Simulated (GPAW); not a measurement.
# Polarising Cr2NOS MXene monolayer with a field along the normal

The dipole of the cell at several fields, atoms fixed. What does the strongest field give, and what length does the slope stand for?

How it was computed: GPAW 26.7.0, plane waves (500 eV), PAW setups, PBE, 12×12 mesh, a dipole layer in the vacuum; geometry relaxed without an applied field with GPAW. The cell's area is 7.36 Å², and e/ε0 = 180.95 V Å.

What came out, but for one run:

| field (V/Å) | dipole (e Å) |
| --- | --- |
| −0.2 | −0.1196 |
| −0.1 | −0.0930 |
| −0.05 | −0.0796 |
| 0.05 | −0.0529 |
| 0.1 | −0.0396 |
| 0.2 | −0.0128 |
| 0.3 | ? |

Q: What is the dipole at 0.3 V/Å?

Worked answer. A line through the 6 points has the slope α = 0.267 e Å per V/Å and the intercept p₀ = −0.0663 e Å (r.m.s. residual 4.1e−05). At 0.3 V/Å it gives p = −0.0663 + 0.267 × 0.3 = 0.0138 e Å; the run gives 0.0139 e Å, so the response stays linear to 0.1 % of the induced part. Dividing by ε0 and the area: α/(ε0 A) = 0.267 × 180.95 / 7.36 = 6.57 Å, against 4.93 Å between the outer nuclei.

Caveats: This is the electronic response alone; ions that move would add to it in polar layers. Spin-polarised runs started from parallel moments; another order may lie lower. Layers with unlike faces were relaxed with their cell in a fully periodic cell without the dipole layer, so their atoms felt a small spurious field.
